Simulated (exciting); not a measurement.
# AlN: the N K edge from the Bethe–Salpeter equation

Wanted: the near-edge spectrum and the bound core excitons at the N K edge of AlN.

Program: exciting sodium. Level of theory: X-ray absorption, core-level Bethe-Salpeter equation, exchange and statically screened direct term, Tamm-Dancoff, all-electron LAPW+lo LDA. Results are calculated unless marked as measured.

The database entry behind the starting cell differs from later determinations by our own check (inner coordinate u about 0.002 short), so it need not match the best structure at ambient conditions.

### Step 1. Starting point

It takes space group P6_3mc (No. 186, hexagonal). The conventional cell has a = 3.113 Å, b = 3.113 Å, c = 4.981 Å, α = 90.00°, β = 90.00°, γ = 120.00°. Al has 4 N at 1.89 Å nearest. N has 4 Al at 1.89 Å nearest. Farther neighbours and most contacts between anions are not listed.

As a file:

```cif
data_structure
_symmetry_space_group_name_H-M 'P6_3mc'
_symmetry_Int_Tables_number 186
_cell_length_a 3.1130
_cell_length_b 3.1130
_cell_length_c 4.9810
_cell_angle_alpha 90.000
_cell_angle_beta 90.000
_cell_angle_gamma 120.000
_cell_volume 41.80
loop_
_atom_site_label
_atom_site_type_symbol
_atom_site_symmetry_multiplicity
_atom_site_Wyckoff_symbol
_atom_site_fract_x
_atom_site_fract_y
_atom_site_fract_z
_atom_site_occupancy
Al1 Al 2 b 0.66667 0.33333 0.50000 1
N1 N 2 b 0.66667 0.33333 0.88000 1
```

Differences between curves are given as r.m.s. difference over r.m.s. height.

### Step 2. Ground state

The species files are the program's own, with muffin-tin radii set in the input.

Input file input.xml:

```
<input>
  <title>AlN</title>
  <structure speciespath="." autormt="false" epslat="1.0e-5">
    <crystal>
      <basevect>5.8827174249 0.0000000000 0.0000000000</basevect>
      <basevect>-2.9413587124 5.0945827333 0.0000000000</basevect>
      <basevect>0.0000000000 0.0000000000 9.4127258250</basevect>
    </crystal>
    <species speciesfile="Al.xml" rmt="2.011">
      <atom coord="0.6666666667 0.3333333333 0.5000000000"/>
      <atom coord="0.3333333333 0.6666666667 0.0000000000"/>
    </species>
    <species speciesfile="N.xml" rmt="1.458">
      <atom coord="0.6666666667 0.3333333333 0.8800000000"/>
      <atom coord="0.3333333333 0.6666666667 0.3800000000"/>
    </species>
  </structure>
  <groundstate do="fromscratch" xctype="LDA_PW" ngridk="6 6 3" rgkmax="7" gmaxvr="14" nempty="8" swidth="0.001" maxscl="100" epsengy="1e-5"/>
</input>
```

The run is started by

```console
> OMP_NUM_THREADS=1 mpirun -n 4 exciting
```

Numbers of over 12 decimals in the logs are rounded to 6 here.

Output:

```text
EXCITING SODIUM started
********************************************************************************
* Ground-state run starting from atomic densities                              *
********************************************************************************
+ Starting initialization                                                      +
[... lattice and species ...]
 Spin treatment                             :    spin-unpolarised
 Number of Bravais lattice symmetries       :      24
[...]
valence-band maximum at    1      0.0000  0.0000  0.0000
     conduction-band minimum at    1      0.0000  0.0000  0.0000
+ Self-consistent loop stopped                                                 +
 STATE.OUT is written
********************************************************************************
* Groundstate module stopped                                                   *
********************************************************************************
 Total time spent (seconds)                 :        49.12
| EXCITING SODIUM stopped                                                      =
[key lines of the parts left out:]
Total energy                               :      -592.85394059
Fermi energy                               :         0.28631368
```

It took 51 s on 4 MPI ranks of Arm Neoverse V1, shared host.

The mesh shows a gap of 4.24 eV. Core levels (Dirac, from the valence top):

```
atom  level  energy (eV)
  Al  1s1/2      -1496.2
  Al  2s1/2        -99.7
   N  1s1/2       -370.3
```

### Step 3. A richer basis for the empty states

Each species file gets more local orbitals, built from u and its energy derivative at 0.15 Ha and u at 0.9 Ha.

input.xml is that of step 2.

Input file SPECIES.xml, added lines:

```
<lo l="L">  <!-- L = 0, 1, 2 -->
  <wf matchingOrder="0" trialEnergy="0.1500" searchE="false"/>
  <wf matchingOrder="1" trialEnergy="0.1500" searchE="false"/>
  <wf matchingOrder="0" trialEnergy="0.9000" searchE="false"/>
</lo>
```

The run is started by

```console
> OMP_NUM_THREADS=1 mpirun -n 4 exciting
```

Output:

```text
EXCITING SODIUM started
********************************************************************************
* Ground-state run starting from atomic densities                              *
********************************************************************************
+ Starting initialization                                                      +
[... lattice and species ...]
 Spin treatment                             :    spin-unpolarised
 Number of Bravais lattice symmetries       :      24
[...]
valence-band maximum at    1      0.0000  0.0000  0.0000
     conduction-band minimum at    1      0.0000  0.0000  0.0000
+ Self-consistent loop stopped                                                 +
 STATE.OUT is written
********************************************************************************
* Groundstate module stopped                                                   *
********************************************************************************
 Total time spent (seconds)                 :        48.87
| EXCITING SODIUM stopped                                                      =
[key lines of the parts left out:]
Total energy                               :      -592.85464086
Fermi energy                               :         0.28660347
```

Wall time 50 s (4 MPI ranks).

Against the first ground state the total energy moves by -5 meV an atom and the gap by 0.00 eV.

### Step 4. Screening, kernels and BSE for N atom 3

The absorber has 4 Al at 1.89 Å (tetrahedral, site symmetry 3m).

input.xml: that of step 3 with these lines changed.

```diff
@@ -17,3 +17,20 @@
   </structure>
-  <groundstate do="fromscratch" xctype="LDA_PW" ngridk="6 6 3" rgkmax="7" gmaxvr="14" nempty="8" swidth="0.001" maxscl="100" epsengy="1e-5"/>
+  <groundstate do="skip" xctype="LDA_PW" ngridk="6 6 3" rgkmax="7" gmaxvr="14" nempty="8" swidth="0.001" maxscl="100" epsengy="1e-5"/>
+  <xs xstype="BSE" ngridk="5 5 3" ngridq="5 5 3" vkloff="0.097 0.273 0.493" rgkmax="7" nempty="21" gqmax="3" lmaxapwwf="5" lmaxemat="2" broad="0.01654" tevout="true">
+    <energywindow intv="13.321 14.938" points="439"/>
+    <screening screentype="full" nempty="38"/>
+    <BSE xas="true" xasspecies="2" xasatom="1" xasedge="K" bsetype="singlet" nstlxas="1 17"/>
+    <qpointset>
+      <qpoint>0 0 0</qpoint>
+    </qpointset>
+    <plan>
+      <doonly task="xsgeneigvec"/>
+      <doonly task="writepmatxs"/>
+      <doonly task="scrgeneigvec"/>
+      <doonly task="scrwritepmat"/>
+      <doonly task="screen"/>
+      <doonly task="scrcoulint"/>
+      <doonly task="exccoulint"/>
+    </plan>
+  </xs>
 </input>
```

Input file input.xml for the last start (plan only):

```
  <plan>
    <doonly task="bse"/>
  </plan>
```

The run is started by

```console
> OMP_NUM_THREADS=1 mpirun -n 4 exciting
> OMP_NUM_THREADS=4 exciting
```

Output:

```text
| EXCITING SODIUM started for task xsgeneigvec ( 301)                          =
One-shot GS runs for BSE calculations
One-shot GS runs for k+qmt/2 grids
Info(xsgeneigvec): Generating eigenvectors for Q-point      1
Info(xsgeneigvec): Generation of eigenvectors finished
| EXCITING SODIUM started for task writepmatxs ( 320)                          =
Info(writepmatxs): Momentum matrix elements finished
| EXCITING SODIUM started for task scrgeneigvec ( 401)                         =
One-shot GS runs for BSE calculations
One-shot GS runs for k+qmt/2 grids
[...]
Info(setup_bse_block): Setting up RR part of hamiltonian
Info(setup_bse_block): Singlet spin state
Info(bse): Diagonalizing RR Hamiltonian (TDA)
Info(bse): Invoking Lapack routine ZHEEVR
      2550 eigen solutions found in the interval:
         i1=       1 i2=    2550
Info(bse): Writing excition energies and oscillator strengths to text file.
Info(makespectrum_dist): Making spectrum using formula for coupling with time reversed AR basis.
Info(makespectrum_dist): Using formalism for vanishing momentum transfer.
Info(writederived): Writing quantities derived from the macroscopic dielectric function.
Info(bselauncher): Spectrum finished for iqmt=  1
Info(bselauncher): All done for BSE type singlet
```

It took 8.3 min on 4 MPI ranks.

Wall time by task: xsgeneigvec 9.3 s, writepmatxs 5.5 s, scrgeneigvec 9.5 s, scrwritepmat 3.3 s, screen 2 min, scrcoulint 3.1 min, exccoulint 2.6 min, bse 8.2 s.

The N K spectrum of N atom 3 (energy from the Kohn–Sham onset, core level to the lowest empty state found on the meshes used, 374.50 eV; the ground-state mesh sets it, and the shifted mesh has its lowest transition 0.68 eV above it; Im ε scaled to the maximum of the singlet run; cut below the end of the band set):

```
E (eV)  isotropic  ε ⊥ c  ε ∥ c
  -4.0       0.02   0.02   0.02
  -3.5       0.03   0.03   0.03
  -3.0       0.03   0.03   0.04
  -2.5       0.04   0.04   0.05
  -2.0       0.06   0.06   0.06
  -1.5       0.09   0.08   0.10
  -1.0       0.15   0.14   0.16
  -0.5       0.30   0.28   0.35
   0.0       0.74   0.69   0.83
   0.5       0.97   0.95   1.02
   1.0       0.74   0.74   0.74
   1.5       0.62   0.65   0.58
   2.0       0.57   0.63   0.45
   2.5       0.64   0.75   0.44
   3.0       0.79   0.91   0.54
   3.5       0.67   0.65   0.70
   4.0       0.59   0.55   0.69
   4.5       0.53   0.47   0.66
   5.0       0.47   0.39   0.65
   5.5       0.57   0.50   0.72
   6.0       0.51   0.52   0.50
   6.5       0.35   0.35   0.35
   7.0       0.27   0.28   0.26
   7.5       0.22   0.25   0.18
   8.0       0.19   0.22   0.13
   8.5       0.16   0.19   0.11
   9.0       0.16   0.18   0.12
   9.5       0.18   0.20   0.16
  10.0       0.18   0.18   0.18
  10.5       0.17   0.16   0.21
  11.0       0.15   0.13   0.19
  11.5       0.12   0.12   0.12
  12.0       0.10   0.09   0.10
  12.5       0.10   0.10   0.12
  13.0       0.12   0.11   0.14
  13.5       0.14   0.14   0.16
  14.0       0.13   0.12   0.14
  14.5       0.12   0.10   0.15
```

Maxima (height): 0.3 eV (1.00), 3.0 eV (0.79), 5.6 eV (0.59) and 9.7 eV (0.19).

The Hamiltonian has 2550 rows. The lowest groups of eigenvalues and the brightest ones, on the scale above (the program counts from the shifted mesh's onset, 0.68 eV higher). Core spinors bring spin-forbidden partners, so dark means forbidden by spin or by symmetry, and the shifted mesh splits states that symmetry would keep together:

```
energy (eV)  states within 10 meV  relative strength
     -0.443                     1               dark
     -0.425                     1              0.069
      0.096                     1               dark
      0.108                     2               0.39
      0.133                     2               0.82
      0.144                     1               0.26
      0.291                     1               0.66
      0.345                     1               1.00
      0.375                     1               0.74
      2.943                     3               0.62
      2.996                     1               0.61
      5.522                     1               0.79
```

### Step 5. Independent particles

input.xml: that of step 4 with these lines changed.

```diff
@@ -21,3 +21,3 @@
     <screening screentype="full" nempty="38"/>
-    <BSE xas="true" xasspecies="2" xasatom="1" xasedge="K" bsetype="singlet" nstlxas="1 17"/>
+    <BSE xas="true" xasspecies="2" xasatom="1" xasedge="K" bsetype="IP" nstlxas="1 17"/>
     <qpointset>
@@ -26,9 +26,3 @@
     <plan>
-      <doonly task="xsgeneigvec"/>
-      <doonly task="writepmatxs"/>
-      <doonly task="scrgeneigvec"/>
-      <doonly task="scrwritepmat"/>
-      <doonly task="screen"/>
-      <doonly task="scrcoulint"/>
-      <doonly task="exccoulint"/>
+      <doonly task="bse"/>
     </plan>
```

The run is started by

```console
> OMP_NUM_THREADS=4 exciting
```

Output:

```text
| EXCITING SODIUM started for task bse ( 445)                                  =
Info(bselauncher): Init time:    0.325275
Info(bselauncher): Setting up and diagonalizing BSE Hamiltonian.
Info(bselauncher): Using momentum transfer vectors from list :   1 to  1
Info(bselauncher): Distributing qmt-points over   1 processes.
Info(bselauncher): BSE type: IP
Info(bselauncher): Momentum transfer list index: iqmt=  1
Info(bselauncher): Momentum transfer: vqmtl=   0.000   0.000   0.000
Info(bse): Inspecting occupations...
Info(setranges_modxs): Number of non-reduced k-points:       75
[...]
highest unoccupied state:  31
  Opening gap with a scissor of:      0.000/H      0.000/eV
Info(select_transitions): Number of participating transitions:    2550
Info(bse): Selecting transitions...
Info(bse):bsegap (eV):   375.177846
Info(bse): IP requested, nothing much to do
Info(bse): Writing excition energies and oscillator strengths to text file.
Info(makespectrum_dist): Making spectrum using formula for coupling with time reversed AR basis.
Info(makespectrum_dist): Using formalism for vanishing momentum transfer.
Info(writederived): Writing quantities derived from the macroscopic dielectric function.
Info(bselauncher): Spectrum finished for iqmt=  1
Info(bselauncher): All done for BSE type IP
```

The job ended after 1.5 s (4 threads).

Maxima (height): 2.3 eV (0.33), 5.3 eV (0.57), 7.2 eV (0.83), 10.4 eV (0.36) and 14.3 eV (0.21). Against the singlet run the r.m.s. difference is 77 %. Moving the earlier curve by +4.4 eV leaves 36 %. The highest maximum lies at 7.2 eV (0.83), against 0.3 eV (1.00).

### Step 6. Exchange alone

input.xml: that of step 5 with these lines changed.

```diff
@@ -21,3 +21,3 @@
     <screening screentype="full" nempty="38"/>
-    <BSE xas="true" xasspecies="2" xasatom="1" xasedge="K" bsetype="IP" nstlxas="1 17"/>
+    <BSE xas="true" xasspecies="2" xasatom="1" xasedge="K" bsetype="RPA" nstlxas="1 17"/>
     <qpointset>
```

The run is started by

```console
> OMP_NUM_THREADS=4 exciting
```

Output:

```text
| EXCITING SODIUM started for task bse ( 445)                                  =
Info(bselauncher): Init time:    0.325249
Info(bselauncher): Setting up and diagonalizing BSE Hamiltonian.
Info(bselauncher): Using momentum transfer vectors from list :   1 to  1
Info(bselauncher): Distributing qmt-points over   1 processes.
Info(bselauncher): BSE type: RPA
Info(bselauncher): Momentum transfer list index: iqmt=  1
Info(bselauncher): Momentum transfer: vqmtl=   0.000   0.000   0.000
Info(bse): Inspecting occupations...
Info(setranges_modxs): Number of non-reduced k-points:       75
[...]
Info(setup_bse_block): Setting up RR part of hamiltonian
Info(setup_bse_block): Using RPA approximation
Info(bse): Diagonalizing RR Hamiltonian (TDA)
Info(bse): Invoking Lapack routine ZHEEVR
      2550 eigen solutions found in the interval:
         i1=       1 i2=    2550
Info(bse): Writing excition energies and oscillator strengths to text file.
Info(makespectrum_dist): Making spectrum using formula for coupling with time reversed AR basis.
Info(makespectrum_dist): Using formalism for vanishing momentum transfer.
Info(writederived): Writing quantities derived from the macroscopic dielectric function.
Info(bselauncher): Spectrum finished for iqmt=  1
Info(bselauncher): All done for BSE type RPA
```

It took 9 s on 4 threads.

Maxima (height): 2.4 eV (0.31), 5.3 eV (0.54), 7.3 eV (0.81), 10.4 eV (0.37) and 14.3 eV (0.22). The spectrum differs from the independent-particle run by 5 % r.m.s.

### Step 7. Local-field cutoff

Changed against the first singlet run: cutoff of the screened term (bohr⁻¹) from 3 to 4.

input.xml: that of step 6 with these lines changed.

```diff
@@ -18,6 +18,6 @@
   <groundstate do="skip" xctype="LDA_PW" ngridk="6 6 3" rgkmax="7" gmaxvr="14" nempty="8" swidth="0.001" maxscl="100" epsengy="1e-5"/>
-  <xs xstype="BSE" ngridk="5 5 3" ngridq="5 5 3" vkloff="0.097 0.273 0.493" rgkmax="7" nempty="21" gqmax="3" lmaxapwwf="5" lmaxemat="2" broad="0.01654" tevout="true">
+  <xs xstype="BSE" ngridk="5 5 3" ngridq="5 5 3" vkloff="0.097 0.273 0.493" rgkmax="7" nempty="21" gqmax="4" lmaxapwwf="5" lmaxemat="2" broad="0.01654" tevout="true">
     <energywindow intv="13.321 14.938" points="439"/>
     <screening screentype="full" nempty="38"/>
-    <BSE xas="true" xasspecies="2" xasatom="1" xasedge="K" bsetype="RPA" nstlxas="1 17"/>
+    <BSE xas="true" xasspecies="2" xasatom="1" xasedge="K" bsetype="singlet" nstlxas="1 17"/>
     <qpointset>
@@ -26,3 +26,5 @@
     <plan>
-      <doonly task="bse"/>
+      <doonly task="xsgeneigvec"/>
+      <doonly task="screen"/>
+      <doonly task="scrcoulint"/>
     </plan>
```

Input file input.xml for the exchange start (cutoff and plan only):

```
  gqmax="3"
  <plan>
    <doonly task="exccoulint"/>
  </plan>
```

Input file input.xml for the last start (plan only):

```
  <plan>
    <doonly task="bse"/>
  </plan>
```

The run is started by

```console
> OMP_NUM_THREADS=1 mpirun -n 4 exciting
> OMP_NUM_THREADS=1 mpirun -n 4 exciting
> OMP_NUM_THREADS=4 exciting
```

Output:

```text
| EXCITING SODIUM started for task xsgeneigvec ( 301)                          =
One-shot GS runs for BSE calculations
One-shot GS runs for k+qmt/2 grids
Info(xsgeneigvec): Generating eigenvectors for Q-point      1
Info(xsgeneigvec): Generation of eigenvectors finished
| EXCITING SODIUM started for task screen ( 430)                               =
Info(screenlauncher): Calculating screening for unshifted q-grid.
Info(screenlauncher): Number of q points:      15
Info(screenlauncher): lowest (partially)  unoccupied state:     15
[...]
Info(setup_bse_block): Setting up RR part of hamiltonian
Info(setup_bse_block): Singlet spin state
Info(bse): Diagonalizing RR Hamiltonian (TDA)
Info(bse): Invoking Lapack routine ZHEEVR
      2550 eigen solutions found in the interval:
         i1=       1 i2=    2550
Info(bse): Writing excition energies and oscillator strengths to text file.
Info(makespectrum_dist): Making spectrum using formula for coupling with time reversed AR basis.
Info(makespectrum_dist): Using formalism for vanishing momentum transfer.
Info(writederived): Writing quantities derived from the macroscopic dielectric function.
Info(bselauncher): Spectrum finished for iqmt=  1
Info(bselauncher): All done for BSE type singlet
```

Wall time 13 min (4 MPI ranks).

(Part 1 of 2 ends here.)

[Banner, clock and machine lines of the logs are left out without a mark of their own.]

[Logs are printed without paths, hosts, clocks, repeated set-up lines and the standing remarks that a program may print on its own settings, such as how far it seeks lower states.]

[Hosts, paths, dates, database ids (printed as entryN), source tags and the programs' standing remarks are cut or masked in the printed files.]
